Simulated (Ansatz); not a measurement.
# CdSe (Cadmoselite): band gap by G0W0 on PBE, part 2 of 2

Aim: the quasiparticle gap of CdSe (Cadmoselite), starting from PBE.

Ansatz 0.2.0; PBE, then G0W0 on it, plane waves, PAW. Known limits of the many-body steps: finite bands, screening cutoff and k mesh; no spin-orbit coupling in G0W0; d shells not analysed.

So far. Step 2 (Bands along the symmetry lines): Over mesh and path the gap is 0.701 eV, direct, at k = Γ.

The database entry behind the starting cell differs from later determinations by our own check (inner coordinate of an old entry), so it need not match the best structure at ambient conditions.

### 3. The quasiparticle correction

G0W0 replaces the xc potential by a self-energy built once from the orbitals of the start. Levels are corrected in the window of bands that the input names, at points of the mesh.

This step: G0W0 on PBE, plane waves, PAW.

File input.yaml:

```yaml
crystal:
  lattice:
    - [4.3, 0.0, 0.0]
    - [-2.15, 3.7239092363, 0.0]
    - [0.0, 0.0, 7.02]
  atoms:
    - { symbol: Cd, position: [0.3333333333, 0.6666666667, 0.0] }
    - { symbol: Cd, position: [0.6666666667, 0.3333333333, 0.5] }
    - { symbol: Se, position: [0.3333333333, 0.6666666667, 0.385] }
    - { symbol: Se, position: [0.6666666667, 0.3333333333, 0.885] }
kpoints:
  mp_grid: { grid: [6, 6, 4] }
hamiltonian:
  xc: pbe
  pseudopotentials: { kind: paw, source: ansatz }
scf:
  occupations: { method: fixed }
gw:
  n_empty_bands: 1890
  ecut_chi: 380
  qp_bands: [v2, c2]
  qp_kpoints: band_edges
  screening: { model: contour_deformation }
```

Started as:

```
> ansatz run input.yaml --threads 3 --pin off --max-ram 92160MiB --backend cuda --events-out ev --progress --plain --runs-dir out --devices 1 --max-vram 13GiB
```

Numbers of over 12 decimals in the logs are rounded to 6 here.

Output:

```text
GPUs: using 1 of 1 available (devices: 1).
[...]
GPU FFT provider: cuFFT
GPU libraries: cuBLAS 13.8.2, cuFFT 12.4.0, cuSOLVER 12.3.4
Crystal: 4 atoms, lattice volume = 112.410 Å³
Basis set: ecut = 580 eV, 3573 PW (Γ)
Bands: 44, of which v1, the nominal top of the filled ones, is band 36 counted from 1 (35 counted from 0)
Symmetry: 12 space group operations
[...]
k-points: 21 of 144 (time reversal used)
[...]
GPU buffer pool allocated for 77760 grid points (all kernels)
[...]
SCF iter   1: F=—  HF=-27453.832892 eV  |F-HF|=—  |Δ(HF+E_count)|=         —  Δρ=5.78e-2  dr2=3.70e0  ethr=3.10e-3  ⟨swp⟩=3.9  Hψ=2754  notcnv=0  defer=110
[...]
SCF iter   8: F=-27452.502929 eV  HF=-27452.502928 eV  |F-HF|=3.19e-7  |Δ(HF+E_count)|=   8.12e-6  Δρ=7.37e-6  dr2=8.20e-8  ethr=1.39e-10  ⟨swp⟩=8.8  Hψ=4250  notcnv=0
SCF 1 converged in 8 iterations: F = -27452.502929 eV  dr2 = 8.20e-8
[...]
NSCF: frozen V_eff on 21 k-points, pencils in batches of 32, up to order 176
the band table was solved once the SCF had ended and its energy, with any forces and stress, was formed, with the checks that follow a solve (3562 applications of the Hamiltonian). They found nothing against the state; the energy, forces and stress were not computed again (output.eigenvalues in the input reference)
[...]
NSCF: frozen V_eff on 21 k-points
G₀W₀ screening: q 1/21
[... further progress lines ...]
SCF converged after 8 iterations
Free energy (F): -27452.502929 eV
[...]
Internal energy: -27452.502929 eV  (E = F + TS)
E sigma→0 (E₀):  -27452.502929 eV
Fermi energy:    7.779340 eV
[...]
--- Band table (eV; the first three rows and the last of 21) ---
  k-point 0: bands = [... 32 lower, 7.0637, 7.7676, 7.7793, 7.7793, 8.4807, 9.9010, 13.6703, 13.6703, ... 4 higher]
  k-point 1: bands = [... 32 lower, 7.1615, 7.1615, 7.6668, 7.6668, 9.5064, 10.0050, 13.4782, 13.7521, ... 4 higher]
  k-point 2: bands = [... 32 lower, 7.4067, 7.4067, 7.4067, 7.4067, 10.1180, 10.1180, 13.6002, 13.6002, ... 4 higher]
  k-point 20: bands = [... 32 lower, 5.2970, 5.2970, 6.7244, 6.7244, 11.5809, 11.5809, 13.6976, 13.6976, ... 4 higher]
--- G₀W₀: contour deformation, 8 samples at zero and on the imaginary axis and 2 off it, 144 q-points, 1890 empty bands' worth ---
  eigenvalues of the whole cell's RPA ε∞ on this k-mesh (on a slab, of 1 + 4πα/V) = 10.9562, 11.2929, 11.2929; static W/v taken at q = 0 is 0.089294
  bands read: the sum over 1926 bands ends inside a degenerate multiplet in 3 slots, whose members it reads at an even weight; the widest, k=2: bands 1925 to 1928 (counted from 1) at 2/4 each
  gw.qp_kpoints: band_edges: 14 of 21 stored k-points solved, in 1 pass; an edge of the gap read off the rows below is read off those points alone
    valence top: of the k-points left out ik 12 came nearest to being solved in a further pass, in band 36 (counted from 1, as in the quasiparticle table): it holds the edge there only if its correction is more favourable than any solved in that band by at least 0.559 eV; those differ by 0.058 eV
    conduction bottom: of the k-points left out ik 12 came nearest to being solved in a further pass, in band 37 (counted from 1, as in the quasiparticle table): it holds the edge there only if its correction is more favourable than any solved in that band by at least 2.325 eV; those differ by 0.219 eV
  `?` marks the rows in doubt; gw_qp.tsv's column doubts and the gw_qp event give each row's grounds
    ik  band        ε_KS         Σx   Σc(E_QP)       V_xc       Z   E_QP_lin       E_QP  E_QP is
     0    35      7.7793   -19.9292     1.4781   -17.4819  0.7335     6.8640     6.8101  root ?
     0    36      7.7793   -19.9292     1.4781   -17.4819  0.7335     6.8640     6.8101  root ?
     0    37      8.4807    -9.4631    -3.5357   -12.8672  0.7678     8.3499     8.3490  root
     0    38      9.9010    -8.5066    -3.9777   -12.4862  0.7628     9.9028     9.9028  root
     1    35      7.6668   -19.7791     1.5216   -17.2784  0.7326     6.7437     6.6877  root ?
     1    36      7.6668   -19.7791     1.5216   -17.2784  0.7326     6.7437     6.6877  root ?
     1    37      9.5064   -10.6689    -3.4083   -13.9092  0.7569     9.3398     9.3384  root
     1    38     10.0050    -8.5323    -3.9973   -12.5287  0.7617    10.0040    10.0040  root
     2    35      7.4067   -19.4348     1.6098   -16.8271  0.7306     6.4681     6.4087  root
     2    36      7.4067   -19.4348     1.6098   -16.8271  0.7306     6.4681     6.4087  root
     2    37     10.1180    -9.1525    -3.9449   -13.0612  0.7577    10.0819    10.0818  root
     2    38     10.1180    -9.1525    -3.9449   -13.0612  0.7577    10.0819    10.0818  root
     3    35      7.5637   -19.6188     1.5500   -17.0829  0.7318     6.6351     6.5778  root
     3    36      7.5805   -19.0893     1.5097   -16.6006  0.7306     6.6567     6.6015  root ?
     3    37      9.7964   -10.5103    -3.5223   -13.8907  0.7565     9.6556     9.6545  root
     3    38     10.8874    -8.9947    -4.1401   -13.1583  0.7530    10.9110    10.9109  root
     4    35      7.3009   -18.9377     1.6062   -16.3413  0.7287     6.3670     6.3107  root
     4    36      7.4289   -19.4294     1.5955   -16.8402  0.7306     6.4935     6.4352  root
     4    37     10.2744   -10.1084    -3.7645   -13.7731  0.7535    10.1751    10.1746  root
     4    38     10.9761    -9.0456    -4.1840   -13.2559  0.7515    11.0024    11.0023  root
     5    35      7.1238   -19.0215     1.6938   -16.3184  0.7279     6.1744     6.1145  root
     5    36      7.1238   -19.0215     1.6938   -16.3184  0.7279     6.1744     6.1145  root
     5    37     10.9682    -9.4472    -4.1715   -13.6139  0.7481    10.9633    10.9633  root
     5    38     10.9682    -9.4472    -4.1715   -13.6139  0.7481    10.9633    10.9633  root
     6    35      7.0146   -18.3128     1.7013   -15.6090  0.7255     6.0690     6.0121  root
     6    36      7.1463   -19.0336     1.6910   -16.3305  0.7278     6.1954     6.1342  root
     6    37     10.7885    -9.2185    -4.1123   -13.3253  0.7521    10.7830    10.7830  root
     6    38     11.2063    -7.8573    -4.0626   -11.9264  0.7583    11.2129    11.2129  root
     7    35      6.9852   -18.8149     1.7408   -16.0569  0.7262     6.0289     5.9681  root
     7    36      6.9979   -18.5137     1.7308   -15.7721  0.7251     6.0460     5.9871  root
     7    37     10.6273    -8.1971    -3.9907   -12.1565  0.7596    10.5960    10.5959  root
     7    38     11.3357    -8.1787    -4.1647   -12.3651  0.7545    11.3574    11.3574  root
     8    35      6.6268   -18.3542     1.8558   -15.4711  0.7219     5.6597     5.5995  root
     8    36      6.6268   -18.3542     1.8558   -15.4711  0.7219     5.6597     5.5995  root
     8    37     11.0226    -8.0452    -4.0552   -12.0791  0.7576    11.0013    11.0013  root
     8    38     11.0226    -8.0452    -4.0552   -12.0791  0.7576    11.0013    11.0013  root
     9    35      6.5438   -17.7810     1.8763   -14.8887  0.7202     5.5832     5.5278  root
     9    36      6.9484   -18.7493     1.7526   -15.9744  0.7258     5.9884     5.9261  root
     9    37     11.0104    -8.7681    -4.2012   -12.9962  0.7527    11.0374    11.0373  root
     9    38     11.0937    -7.7398    -3.9679   -11.6921  0.7610    11.0781    11.0781  root
    10    35      6.7212   -18.1354     1.8275   -15.2860  0.7222     5.7589     5.6994  root
    10    36      6.7786   -18.5246     1.8054   -15.6929  0.7238     5.8141     5.7523  root
    10    37     10.6169    -7.9754    -3.9623   -11.9109  0.7617    10.5901    10.5901  root
    10    38     11.1463    -7.8320    -4.0157   -11.8335  0.7594    11.1320    11.1320  root
    11    35      6.4896   -17.9744     1.8771   -15.0812  0.7190     5.5298     5.4735  root
    11    36      6.4896   -17.9744     1.8771   -15.0812  0.7190     5.5298     5.4735  root
    11    37     10.7726    -7.8264    -3.9492   -11.7371  0.7620    10.7343    10.7342  root
    11    38     10.7726    -7.8264    -3.9492   -11.7371  0.7620    10.7343    10.7342  root
    17    35      6.6290   -18.0620     1.8370   -15.2045  0.7209     5.6673     5.6086  root
    17    36      6.6290   -18.0620     1.8370   -15.2045  0.7209     5.6673     5.6086  root
    17    37     11.3511    -8.2443    -4.1432   -12.3938  0.7545    11.3573    11.3573  root
    17    38     11.3511    -8.2443    -4.1432   -12.3938  0.7545    11.3573    11.3573  root
    20    35      6.7244   -18.1792     1.8206   -15.3333  0.7218     5.7601     5.6991  root
    20    36      6.7244   -18.1792     1.8206   -15.3333  0.7218     5.7601     5.6991  root
    20    37     11.5809    -8.1544    -4.2575   -12.4630  0.7534    11.6322    11.6320  root
    20    38     11.5809    -8.1544    -4.2575   -12.4630  0.7534    11.6322    11.6320  root
```

Wall time 19 min (1 × NVIDIA H100 80GB HBM3 (shared by 6 runs) with 3 threads of AMD EPYC 7R13 (Zen 3), shared host); peak memory 18 GiB.

This step gave:

| Item | Value |
| --- | --- |
| bands summed | 1926 |
| RPA ε∞ on this mesh (eigenvalues) | 10.96, 11.29, 11.29 |
| plane waves in the screening matrix | 1847 |
| q-points in the mesh | 144 |
| G0W0 gap over the corrected points | 1.539 eV |
| k of the valence top | 0, 0, 0 |
| k of the conduction bottom | 0, 0, 0 |
| starting gap on the mesh | 0.7013 eV |
| Z at the valence top | 0.7335 |
| Z at the conduction bottom | 0.7678 |
| least direct G0W0 gap over the corrected points | 1.539 eV |

Over 14 of 21 irreducible mesh points the G0W0 gap is 1.539 eV, direct, at k = Γ. The PBE gap of this run on the mesh is 0.701 eV. The two states that bound the G0W0 gap lie that far apart at the start, so the correction of the gap is 1.539 − 0.701 = +0.838 eV. The start of this run differs from the step before in files (soft_1 PAW and hard PAW) and plane-wave cutoff (420 eV and 580 eV). The program marks 5 of the 56 corrected levels as in doubt (Σc rises), among them the valence top.

Labels follow the order of the start: v1 is the top filled band, c1 the lowest empty one; levels that stay degenerate share a row, the window can cut a multiplet, doubted levels are not marked in this list, bands outside the window were not corrected, and the list may be a part of the corrected levels. Levels before and after the correction, in eV, zero at the valence-band top of each column:

```csv
,conduction bottom,valence top
Kohn-Sham,0.70,0.00
G0W0,1.54,0.00
```

```csv
,level,occupation,energy (eV)
Kohn-Sham,Γ v2-v1,2,0.000
Kohn-Sham,Γ c1,0,0.701
Kohn-Sham,Γ c2,0,2.122
G0W0,Γ v2-v1,2,0.000
G0W0,Γ c1,0,1.539
G0W0,Γ c2,0,3.093
```

The parts of the quasiparticle energy for the two states that bound the G0W0 gap, in eV on the run's own scale (QP = start + Σx + Σc − Vxc, with Σc at the quasiparticle energy):

```csv
edge,k,band,start,Σx,Σc,Vxc,Z,QP
valence top,Γ,35,7.779,−19.929,1.478,−17.482,0.734,6.810
conduction bottom,Γ,37,8.481,−9.463,−3.536,−12.867,0.768,8.349
```

### 4. Side by side

Each gap is the least one over the points named; times are wall times on shared hosts, not benchmarks. A G0W0 time includes the run's own self-consistent start. Rows marked * are further runs, not shown as steps, whose inputs differ from the G0W0 step on the same start in the columns given; solver thresholds can differ too. Rows marked ? have an edge level that the program doubts.

```csv
level,mesh,"files, cutoff","bands summed, screening",points,gap (eV),valence top,conduction bottom,least direct gap (eV),time
PBE,6×6×4,"soft_1 PAW, 420 eV",-,mesh and path,0.701,Γ,Γ,0.701,14 s
G0W0@PBE*?,6×6×4,"hard PAW, 580 eV","504, 150 eV",14 of 21 irreducible mesh points,1.357,Γ,Γ,1.357,80 s
G0W0@PBE*?,6×6×4,"hard PAW, 580 eV","1044, 250 eV",14 of 21 irreducible mesh points,1.474,Γ,Γ,1.474,3.1 min
G0W0@PBE?,6×6×4,"hard PAW, 580 eV","1926, 380 eV",14 of 21 irreducible mesh points,1.539,Γ,Γ,1.539,19 min
```

### 5. Summary of results

- PBE gap over mesh and path: 0.701 eV, direct, at k = Γ
- G0W0@PBE gap over 14 of 21 irreducible mesh points: 1.539 eV, direct, at k = Γ
- GW settings: 6×6×4 mesh, 1890 empty bands, screening to 380 eV, hard PAW files
- known limits: finite bands, screening cutoff and k mesh; no spin-orbit coupling in G0W0; d shells not analysed

**Reading.** Over 14 of 21 irreducible mesh points the G0W0 gap is 1.539 eV, direct, at k = Γ. The PBE gap of this run on the mesh is 0.701 eV. The two states that bound the G0W0 gap lie that far apart at the start, so the correction of the gap is 1.539 − 0.701 = +0.838 eV. The valence state moves by 6.810 − 7.779 = −0.969 eV and the conduction state by 8.349 − 8.481 = −0.132 eV, on the run's own scale; how far single levels stand from their limit in bands is not shown. Both edges that PBE shows over mesh and path lie at k points where levels were corrected. Levels at other points were not corrected, so a lower G0W0 gap elsewhere in the zone is not ruled out. From 504 bands and 150 eV to 1926 bands and 380 eV the gap moves by 1.539 − 1.357 = +0.182 eV (rung by rung 1.357, 1.474, 1.539 eV); bands and screening cutoff rise together, so their parts are not told apart. An edge row is in doubt in the runs with 504, 1044 and 1926 bands, so no limit is drawn and it is not known. For the G0W0 step: the program marks 5 of the 56 corrected levels as in doubt (Σc rises), among them the valence top. The G0W0 runs are scalar-relativistic. One-shot GW is known to converge slowly in bands for compounds with shallow d shells. The cell holds Cd; the filling of the d shell and its place against the gap were not analysed here. No pair of G0W0 runs that differ in the mesh alone is shown (6×6×4 is a supercell whose nearest images lie 26 Å apart), so the error from the mesh is not known here. G0W0 is shown with one set of atomic data (hard PAW), so the error from the files is not known here. Failed or unusable runs on PBE in this series, left out of the table: G0W0@PBE (12×12×6 mesh, hard PAW files, 580 eV, 468 empty bands) reached its time limit after 7.1 min.

[Paths, hosts, dates, memory and timing lines, banners, echoed tables and standing remarks are left out of the program output.]

[Logs are printed without paths, hosts, clocks, repeated set-up lines and the standing remarks that a program may print on its own settings, such as how far it seeks lower states.]

[Runs of the session that timed out or met a known fault of the program may be left out.]

[Cells called generated may have been cut or substituted from an entry of the Crystallography Open Database or the Materials Project.]

[Hosts, paths, dates, database ids (printed as entryN), source tags and the programs' standing remarks are cut or masked in the printed files.]

[Where an RPA ε∞ is given, it is that of the G0W0 mesh and is not shown converged in it. Names of k-points follow the symmetry that the program found, which can be lower than the space group named. Band edges on a path are those of the sampled points; other points can move an edge, and change direct to indirect where valleys lie close.]

[Hybrid gaps are those of their k-mesh and are not shown converged in it.]
